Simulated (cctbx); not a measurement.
## K5Nb2Co3S10: precision against data quality

Space group P-1 (no. 2), a = 6.9680 Å, b = 7.0910 Å, c = 10.8410 Å, α = 102.73°, β = 108.68°, γ = 99.44°.

| atom | mult. | x | y | z | Ueq (Å²) |
| --- | --- | --- | --- | --- | --- |
| Nb1 | 2 | 0.4032 | 0.0102 | 0.2865 | 0.0098 |
| Co1 | 2 | 0.8207 | 0.9974 | 0.0909 | 0.0112 |
| Co2 | 1 | 0 | 1/2 | 0 | 0.0135 |
| K1 | 2 | 0.8129 | 0.5009 | 0.5928 | 0.0146 |
| K2 | 2 | 0.6281 | 0.5072 | 0.1973 | 0.0176 |
| K3 | 1 | 0 | 0 | 1/2 | 0.0159 |
| S1 | 2 | 0.2093 | 0.2553 | 0.1552 | 0.0160 |
| S2 | 2 | 0.4067 | 0.7533 | 0.0596 | 0.0166 |
| S3 | 2 | 0.5981 | 0.7855 | 0.4559 | 0.0171 |
| S4 | 2 | 0.9743 | 0.2518 | 0.7536 | 0.0147 |
| S5 | 2 | 0.7823 | 0.2363 | 0.3434 | 0.0170 |

The model was made for the exercise: a known structure type with other elements put in, its volume estimated, not relaxed; displacement parameters are assumed.

Five simulated data sets (cctbx; Mo Kα, λ = 0.71073 Å; 3 % proportional error) differ in resolution or exposure (noise floor 15 counts in the first three, 8 in the last two). Each is refined with the right model, isotropic at 1.1 Å and anisotropic otherwise. How do the figures of merit and the uncertainties move?

```
d min (Å)  top counts  ⟨I/σ⟩ (unmerged, absences included)  unique  param. (scale apart)   Rint      R1  GooF  largest s.u. xyz (fractional)  s.u. U of S1 (Å²)  largest error (Å)
      1.1        5000                                  3.6     702                    38  0.081  0.0639  0.97                        0.00144             0.0022             0.0217
     0.84        5000                                  2.9    1551                    93  0.106  0.0763  0.98                        0.00124             0.0031             0.0222
      0.6        5000                                  1.9    4238                    93  0.157  0.1008  0.95                        0.00087             0.0018             0.0110
     0.75         300                                  0.5    2166                    93  0.466  0.2070  0.96                        0.00843             0.0126             0.1682
     0.75        3000                                  2.6    2166                    93  0.107  0.0794  0.96                        0.00106             0.0024             0.0170
```

The number of reflections grows roughly as 1/d³: 702, 1551 and 4238 here. R1 follows the noise rather than the truth: at 300 counts it is 0.2070, at 3000 counts 0.0794, while GooF is 0.96 and 0.96: the weights 1/σ² carry the noise. The s.u. of U (U11 where anisotropic) for S1 goes 0.0022, 0.0031, 0.0018 Å² with resolution and 0.0126, 0.0024 Å² with exposure.

Hardware for the 0.6 Å refinement: 0.55 s on 1 thread of Arm Neoverse V2 (shared host), peak memory 0.09 GiB.

[Logs are printed without paths, hosts, clocks, repeated set-up lines and the standing remarks that a program may print on its own settings, such as how far it seeks lower states.]
